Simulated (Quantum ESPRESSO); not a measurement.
## Near-edge structure at the Gd L₃ edge of GdO (F-43m)

What does one-electron theory with a core hole give for the Gd L₃ edge of GdO (F-43m)?

Calculated with Quantum ESPRESSO 7.5; X-ray absorption near-edge structure, plane-wave PAW LDA, one-electron final states by a Lanczos continued fraction, without spin-orbit coupling.

Report form: the programs' logs are mostly left out.

## Step 1: Starting point

It takes space group F-43m (No. 216, cubic). The conventional cell has a = 5.400 Å, b = 5.400 Å, c = 5.400 Å, α = 90.00°, β = 90.00°, γ = 90.00°. Gd has 4 O at 2.34 Å nearest. Nearest to O lie 4 Gd at 2.34 Å. Farther neighbours and most contacts between anions are not listed.

## Step 2: Ground state of the crystal

The ground state comes first: it tells whether the system has a gap, which decides how the excited electron is treated.

The PAW data sets are made with ld1.x, with reconstruction data.

File scf.in:

```
&control
   calculation='scf', prefix='x', pseudo_dir='../pp', outdir='tmp', tprnfor=.true.
/
&system
   ibrav=0, nat=2, ntyp=2, nbnd=13
   ecutwfc=47, ecutrho=360
   occupations='smearing', smearing='mv', degauss=0.015
/
&electrons
   conv_thr=2.0e-08, electron_maxstep=120
   mixing_beta=0.5
/
ATOMIC_SPECIES
Gd3 1.0 Gd.lda-spdn-kjpaw.UPF
O 1.0 O.lda-n-kjpaw.UPF
CELL_PARAMETERS angstrom
  0.00000000 2.70000000 2.70000000
  2.70000000 0.00000000 2.70000000
  2.70000000 2.70000000 0.00000000
ATOMIC_POSITIONS crystal
Gd3  0.00000000 0.00000000 0.00000000
O    0.75000000 0.75000000 0.75000000
K_POINTS automatic
9 9 9 0 0 0
```

Started as:

```sh
$ OMP_NUM_THREADS=1 mpirun --oversubscribe --bind-to none -np 4 pw.x -nk 4 -in scf.in > scf.out
```

It took 4.3 s on 4 MPI ranks of Intel Xeon Platinum 8488C (Sapphire Rapids), shared host; peak memory 0.09 GiB; 16 s of CPU time.

Absorbing atoms carry a label of their own (element plus a letter or digit), as the spectrum program needs them as separate species.

The mesh shows no gap, so the system is treated as a metal and the core electron is put at the Fermi level (neutral cell).

## Step 3: Spectrum without a core hole, Gd atom 1

This cheap baseline ignores the attraction of the hole: it shows the absorber's empty states as they are in the ground state.

The absorber has 4 O at 2.34 Å (tetrahedral, site symmetry -43m).

File xspectra.in:

```
&input_xspectra
   calculation='xanes_dipole', edge='L3'
   prefix='x', outdir='tmp', xiabs=1, xe0=10.5361
   xonly_plot=.false., x_save_file='xanes.sav'
   xniter=3000, xcheck_conv=20, xerror=0.005
   xcoordcrys=.false., xepsilon(1)=1, xepsilon(2)=0, xepsilon(3)=0
/
&plot
   xnepoint=501, xemin=-10, xemax=70, terminator=.true., cut_occ_states=.true.
   xgamma=0.4
/
&pseudos
   filecore='../Gd.wfc'
/
&cut_occ
   cut_desmooth=0.1, cut_stepl=0.05, cut_stepu=0.05, cut_ierror=1e-5
/
8 8 8 0 0 0
```

Started as:

```sh
$ OMP_NUM_THREADS=1 mpirun --oversubscribe --bind-to none -np 4 xspectra.x -nk 4 -in xspectra.in > xspectra.out
```

Elapsed: 73 s, on 4 MPI ranks; peak memory 0.11 GiB.

The core hole lives too briefly for so narrow a line (tabulated full width 4.0 eV). The run keeps xgamma small, and the tables are broadened afterwards: Lorentzian half width 2 eV (not a setting of the program: the run's 0.4 eV curve was folded afterwards with a further Lorentzian).

The Gd L₃ spectrum, Gd atom 1, no core hole (energy from the energy zero of the input (xe0, at the border of filled and empty states); intensity scaled to a mean of 1 over the first 20 eV; folded afterwards to Lorentzian half width 2 eV; the points at xe0, where the cut of filled states can leave a spike, are interpolated):

```csv
E (eV),intensity
-2.0,0.32
-1.0,0.45
0.0,0.66
1.0,0.91
2.0,1.18
3.0,1.43
4.0,1.67
5.0,1.80
6.0,1.59
7.0,1.27
8.0,1.05
9.0,0.93
10.0,0.87
11.0,0.84
12.0,0.78
13.0,0.72
14.0,0.67
15.0,0.67
16.0,0.71
17.0,0.75
18.0,0.75
19.0,0.72
20.0,0.67
21.0,0.64
22.0,0.61
23.0,0.59
24.0,0.59
25.0,0.60
26.0,0.63
27.0,0.66
28.0,0.69
29.0,0.71
30.0,0.71
31.0,0.72
32.0,0.75
```

Main maxima below 30 eV (height): 4.9 eV (1.80) and 17.7 eV (0.75). At an L edge the dipole rule selects empty d (and weakly s) states on the absorber, and the strong line at the onset measures the empty part of its d band.

## Step 4: Supercell without a hole, the energy reference

The photon energy needs a difference of total energies, so the cell and mesh of the coming hole run are first run without a hole.

File scf.in:

```
&control
   calculation='scf', prefix='x', pseudo_dir='../pp', outdir='tmp', tprnfor=.true.
/
&system
   ibrav=0, nat=8, ntyp=2, nbnd=42
   ecutwfc=47, ecutrho=360
   occupations='smearing', smearing='mv', degauss=0.015
/
&electrons
   conv_thr=8.0e-08, electron_maxstep=120
   mixing_beta=0.5
/
ATOMIC_SPECIES
Gd 1.0 Gd.lda-spdn-kjpaw.UPF
O 1.0 O.lda-n-kjpaw.UPF
CELL_PARAMETERS angstrom
  0.00000000 -5.40000000 0.00000000
  -5.40000000 0.00000000 0.00000000
  0.00000000 0.00000000 -5.40000000
ATOMIC_POSITIONS crystal
Gd   0.00000000 0.00000000 0.00000000
Gd   0.50000000 0.00000000 0.50000000
Gd   0.00000000 0.50000000 0.50000000
Gd   0.50000000 0.50000000 0.00000000
O    0.25000000 0.25000000 0.25000000
O    0.75000000 0.25000000 0.75000000
O    0.25000000 0.75000000 0.75000000
O    0.75000000 0.75000000 0.25000000
K_POINTS automatic
5 5 5 0 0 0
```

Started as:

```sh
$ OMP_NUM_THREADS=1 mpirun --oversubscribe --bind-to none -np 4 pw.x -nk 4 -in scf.in > scf.out
```

Run time: 26 s. Hardware: 4 MPI ranks; peak memory 0.23 GiB; 1.7 min of CPU time.

Reference energy: -1234166.549 eV with the cores included.

## Step 5: The atom with a core hole

The frozen core must hold the hole, so the absorber gets a data set of its own.

File Gd.lda-spdn-kjpaw-2pch.ld1.in:

```
&input
   title='Gd', zed=64., rel=1, iswitch=3, dft='PZ',
   config='1s2 2s2 2p5 3s2 3p6 3d10 4s2 4p6 4d10 5s2 5p6 4f7.0 5d2 6s1.5 6p0.5'
/
&inputp
   file_pseudopw='Gd.lda-spdn-kjpaw-2pch.UPF', author='',
   lpaw=.true.,
   pseudotype=3,
   lloc=-1,
   rcloc=2.0,
   which_augfun='PSQ',
   rmatch_augfun_nc=.true.,
   nlcc=.true.,
   new_core_ps=.true.,
   rcore=1.1,
   tm=.true.,
   zval=12,
   lgipaw_reconstruction=.true., use_paw_as_gipaw=.true.
/
6
5S  1  0  2.00  0.00  1.30  1.70  0.0
6S  2  0  1.50  0.00  1.30  1.70  0.0
5P  2  1  6.00  0.00  1.30  1.80  0.0
6P  3  1  0.50  0.00  1.30  1.80  0.0
5D  3  2  2.00  0.00  1.30  2.00  0.0
5D  3  2  0.00  2.00  1.30  2.00  0.0
```

Started as:

```sh
$ ld1.x < Gd.lda-spdn-kjpaw-2pch.ld1.in > Gd.lda-spdn-kjpaw-2pch.ld1.out
```

Wall time 0.97 s (1 MPI rank); peak memory 0.13 GiB.

## Step 6: Supercell with XCH, Gd atom 1

The holes are 5.4 Å apart. The excited electron is kept in the cell, where it fills the lowest empty states and screens the hole.

Edit scf.in of step 4 so:

```diff
@@ -4,3 +4,3 @@
 &system
-   ibrav=0, nat=8, ntyp=2, nbnd=42
+   ibrav=0, nat=8, ntyp=3, nbnd=43
    ecutwfc=47, ecutrho=360
@@ -13,2 +13,3 @@
 ATOMIC_SPECIES
+Gd0 1.0 Gd.lda-spdn-kjpaw-2pch.UPF
 Gd 1.0 Gd.lda-spdn-kjpaw.UPF
@@ -20,3 +21,3 @@
 ATOMIC_POSITIONS crystal
-Gd   0.00000000 0.00000000 0.00000000
+Gd0  0.00000000 0.00000000 0.00000000
 Gd   0.50000000 0.00000000 0.50000000
```

Started as:

```sh
$ OMP_NUM_THREADS=1 mpirun --oversubscribe --bind-to none -np 4 pw.x -nk 4 -in scf.in > scf.out
```

Elapsed: 30 s, on 4 MPI ranks; peak memory 0.24 GiB.

Energy with the hole: -1226731.043 eV, cores included.

## Step 7: Spectrum with XCH, Gd atom 1

The Lanczos recursion gives the spectrum without computing empty bands; each polarisation needs a run of its own on the full k mesh. xe0 is set between filled and empty states, and states below it are cut, here at the Fermi level, which holds the excited electron. The file of filecore holds the core orbital, taken from the hole-free data set.

Edit xspectra.in of step 3 so:

```diff
@@ -2,3 +2,3 @@
    calculation='xanes_dipole', edge='L3'
-   prefix='x', outdir='tmp', xiabs=1, xe0=10.5361
+   prefix='x', outdir='tmp', xiabs=1, xe0=10.5447
    xonly_plot=.false., x_save_file='xanes.sav'
@@ -17,2 +17,2 @@
 /
-8 8 8 0 0 0
+5 5 5 0 0 0
```

Started as:

```sh
$ OMP_NUM_THREADS=1 mpirun --oversubscribe --bind-to none -np 4 xspectra.x -nk 4 -in xspectra.in > xspectra.out
```

Run time: 3.4 min. Hardware: 4 MPI ranks; peak memory 0.18 GiB.

The Gd L₃ spectrum, Gd atom 1, excited-electron core hole (neutral cell) (energy from the energy zero of the input (xe0, at the border of filled and empty states); intensity scaled to a mean of 1 over the first 20 eV; folded afterwards to Lorentzian half width 2 eV; the points at xe0, where the cut of filled states can leave a spike, are interpolated):

```csv
E (eV),intensity
-2.0,0.57
-1.5,0.70
-1.0,0.86
-0.5,1.06
0.0,1.27
0.5,1.46
1.0,1.59
1.5,1.67
2.0,1.75
2.5,1.83
3.0,1.90
3.5,1.92
4.0,1.85
4.5,1.71
5.0,1.52
5.5,1.33
6.0,1.16
6.5,1.02
7.0,0.93
7.5,0.86
8.0,0.81
8.5,0.78
9.0,0.76
9.5,0.74
10.0,0.74
10.5,0.73
11.0,0.71
11.5,0.69
12.0,0.67
12.5,0.64
13.0,0.63
13.5,0.61
14.0,0.61
14.5,0.61
15.0,0.63
15.5,0.66
16.0,0.69
16.5,0.71
17.0,0.71
17.5,0.71
18.0,0.70
18.5,0.68
19.0,0.66
19.5,0.65
20.0,0.63
20.5,0.62
21.0,0.61
21.5,0.59
22.0,0.59
22.5,0.58
23.0,0.58
23.5,0.58
24.0,0.59
24.5,0.60
25.0,0.62
25.5,0.63
26.0,0.65
26.5,0.67
27.0,0.68
27.5,0.70
28.0,0.71
28.5,0.72
29.0,0.72
29.5,0.72
30.0,0.72
30.5,0.72
31.0,0.72
31.5,0.74
32.0,0.75
```

Main maxima below 30 eV (height): 3.4 eV (1.92) and 17.0 eV (0.71). 

## Step 8: Spectrum with XCH, other settings, Gd atom 1

Another set-up is tried: cut_occ_states from yes to no.

Edit xspectra.in of step 7 so:

```diff
@@ -8,3 +8,3 @@
 &plot
-   xnepoint=501, xemin=-10, xemax=70, terminator=.true., cut_occ_states=.true.
+   xnepoint=501, xemin=-10, xemax=70, terminator=.true., cut_occ_states=.false.
    xgamma=0.4
@@ -17,2 +17,2 @@
 /
-5 5 5 0 0 0
+4 4 4 0 0 0
```

Run time: 93 s. Hardware: 4 MPI ranks; peak memory 0.18 GiB.

The run finished. A setting was moved off its sound value on purpose, so it serves as a test and not as the result.

The fault put into the input: transitions to filled states aren't cut.

This run also has another mesh (4×4×4 against 5×5×5), so the 6 % r.m.s. difference can't be laid on the changed setting alone. The highest intensity below 24 eV goes from 3.4 eV (1.92) to 3.3 eV (1.91).

```csv
E (eV),first run,this run
-2.0,0.57,0.73
-0.5,1.06,1.28
1.0,1.59,1.71
2.5,1.83,1.86
4.0,1.85,1.83
5.5,1.33,1.31
7.0,0.93,0.91
8.5,0.78,0.77
10.0,0.74,0.72
11.5,0.69,0.68
13.0,0.63,0.61
14.5,0.61,0.60
16.0,0.69,0.66
17.5,0.71,0.69
19.0,0.66,0.64
20.5,0.62,0.60
22.0,0.59,0.57
23.5,0.58,0.56
25.0,0.62,0.60
26.5,0.67,0.65
28.0,0.71,0.68
29.5,0.72,0.69
31.0,0.72,0.71
```

## Step 9: With and without the hole

Both curves are counted from their own zero, so only the shift of weight within the empty states shows.

```csv
E (eV),no hole,XCH
-2.0,0.32,0.57
-1.0,0.45,0.86
0.0,0.66,1.27
1.0,0.91,1.59
2.0,1.18,1.75
3.0,1.43,1.90
4.0,1.67,1.85
5.0,1.80,1.52
6.0,1.59,1.16
7.0,1.27,0.93
8.0,1.05,0.81
9.0,0.93,0.76
10.0,0.87,0.74
11.0,0.84,0.71
12.0,0.78,0.67
13.0,0.72,0.63
14.0,0.67,0.61
15.0,0.67,0.63
16.0,0.71,0.69
17.0,0.75,0.71
18.0,0.75,0.70
19.0,0.72,0.66
20.0,0.67,0.63
21.0,0.64,0.61
22.0,0.61,0.59
23.0,0.59,0.58
24.0,0.59,0.59
25.0,0.60,0.62
26.0,0.63,0.65
27.0,0.66,0.68
28.0,0.69,0.71
29.0,0.71,0.72
30.0,0.71,0.72
31.0,0.72,0.72
32.0,0.75,0.75
```

With each curve scaled to its own mean, the area from −2 to 6 eV with the hole is 11.7 against 9.1, and the centre of weight from −1 to 20 eV moves by -1.0 eV: the hole pulls the absorber's empty states down.

## Step 10: Runs not followed above

These runs aren't followed: redraws of a spectrum that repeat one shown, runs with a planted fault or a state judged unsound, or a program's part that gave no sound spectrum.

| program | step | status | elapsed |
| --- | --- | --- | --- |
| Quantum ESPRESSO | no core hole, redrawn | converged | 22 s |
| Quantum ESPRESSO | spectrum with XCH, redrawn | converged | 7 s |
| Quantum ESPRESSO | spectrum with XCH, redrawn | converged | 7.2 s |

## Step 11: Results

```json
{"absorber and edge": "Gd L₃, atom 1 of the ground-state input (counted from 1)", "surroundings": "4 O at 2.34 Å (tetrahedral, site symmetry -43m)", "highest intensity below 24 eV": "3.4 eV above the zero, height 1.92"}
```

**Reading.** The Gd L₃ edge of atom 1, with 4 O at 2.34 Å (tetrahedral, site symmetry -43m), has its highest intensity of the first 24 eV at 3.4 eV above the zero, 1.9 times the mean level of the first 20 eV (Lorentzian half width 2 eV (not a setting of the program: the run's 0.4 eV curve was folded afterwards with a further Lorentzian)). With each curve scaled to its own mean, the area from −2 to 6 eV with the hole is 11.7 against 9.1, and the centre of weight from −1 to 20 eV moves by -1.0 eV: the hole pulls the absorber's empty states down. 2 further runs of this session are left out of this account as redundant. Only the L₃ part is meant: spin–orbit coupling of the core level isn't computed and the L₂ copy isn't added. The run has no spin polarisation, although Gd can carry a moment. Lanthanide 4f electrons are frozen in the core. The unit cell's mesh shows no gap over 0.35 eV. That is right for a metallic compound; for a small-gap or correlated insulator it would be the fault of the functional or of the assumed magnetic order, and the hole would be screened too well. The holes are only 5.4 Å apart, so the shape is probably not converged with cell size; no larger cell was run here. The structure is a published determination, not relaxed.

[Logs are printed without paths, hosts, clocks, repeated set-up lines and the standing remarks that a program may print on its own settings, such as how far it seeks lower states.]

[Hosts, paths, dates, database ids (printed as entryN), source tags and the programs' standing remarks are cut or masked in the printed files.]

[Lists of maxima count a maximum above −3 eV only where it reaches 4 % of the highest in the window and stands out from its surroundings by 2 % of it (1.5 % where it reaches 55 %); shoulders and weaker maxima are passed over, and of the rest the first, up to two pre-edge ones and the few strongest are named.]
